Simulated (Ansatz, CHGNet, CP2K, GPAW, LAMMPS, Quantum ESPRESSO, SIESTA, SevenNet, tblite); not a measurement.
# Which run comes nearest? Amorphous Hg33S25Se8 (66 atoms)

Density of this cell: 7.67 g/cm³. The cell holds 66 atoms: 33 Hg, 25 S and 8 Se. Its edges and angles: a = 12.034 Å, b = 12.034 Å, c = 12.034 Å, α = 90.0°, β = 90.0°, γ = 90.0°. 66 atoms (33 Hg, 25 S, 8 Se) placed at random at 7.67 g/cm³, melted at 2500 K for 10 ps at fixed volume with the Stillinger-Weber II-VI potential (Zhou et al., Phys. Rev. B 88, 085309 (2013)). Quenched from 2500 K to 500 K at 10 K/ps and fixed volume, held 5 ps, then minimised at fixed cell.

Geometry: as built.

The reference, a calculation:

| Item | Value |
| --- | --- |
| method | Kohn-Sham DFT, PBE, PAW, plane waves (Ansatz 0.2.0); cutoff 420 eV, Γ point, fermi-dirac smearing of 0.05 eV; PAW set soft_2 |
| r.m.s. force component | 0.3779 eV/Å |
| longest force | 1.339 eV/Å |
| pressure | -0.4884 GPa |
| SCF cycles | 11 |
| time | 32 s on 4 threads of Arm Neoverse V2, shared host |
| CPU time | 2.1 min |

Runs, in no order:
A. GPAW PBE, LCAO dzp, h 0.2 Å: Kohn-Sham DFT, PBE, PAW, atomic orbitals (dzp)
B. QE PBE, sssp-1.3.0-efficiency, 45/360 Ry: Kohn-Sham DFT, PBE, SSSP efficiency 1.3.0 pseudopotentials, plane waves
C. SIESTA PBE, DZP, shift 0.01 Ry, mesh 300 Ry: Kohn-Sham DFT, PBE, PseudoDojo 0.4.1 norm-conserving pseudopotentials (converted to PSML), numerical atomic orbitals (DZP), diagonalisation
D. CP2K PBE, DZVP-MOLOPT-SR, 600/50 Ry, diagonalisation: Kohn-Sham DFT, PBE, GTH-PBE pseudopotentials, Gaussian and plane waves, DZVP-MOLOPT-SR-GTH, diagonalisation

Q: Order them from the smallest to the largest r.m.s. force difference.

B, D, A, C.

| run | Δ force, r.m.s. (meV/Å) | share of r.m.s. force (%) | CPU time |
| --- | --- | --- | --- |
| B. QE PBE, sssp-1.3.0-efficiency, 45/360 Ry | 2.86 | 0.758 | 27 min |
| D. CP2K PBE, DZVP-MOLOPT-SR, 600/50 Ry, diagonalisation | 26.7 | 7.06 | 6.6 min |
| A. GPAW PBE, LCAO dzp, h 0.2 Å | 54.0 | 14.3 | 3.8 min |
| C. SIESTA PBE, DZP, shift 0.01 Ry, mesh 300 Ry | 172 | 45.4 | 2.2 min |

The network of bonds at the start is that of the classical potential that made the cell, and needn't be the one that DFT or experiment would give. The electronic-structure runs sample only Γ, in a cell whose shortest periodic width is 12 Å, which is coarse for a cell with partly filled levels.

[Hosts, paths, dates, database ids (printed as entryN), source tags and the programs' standing remarks are cut or masked in the printed files.]
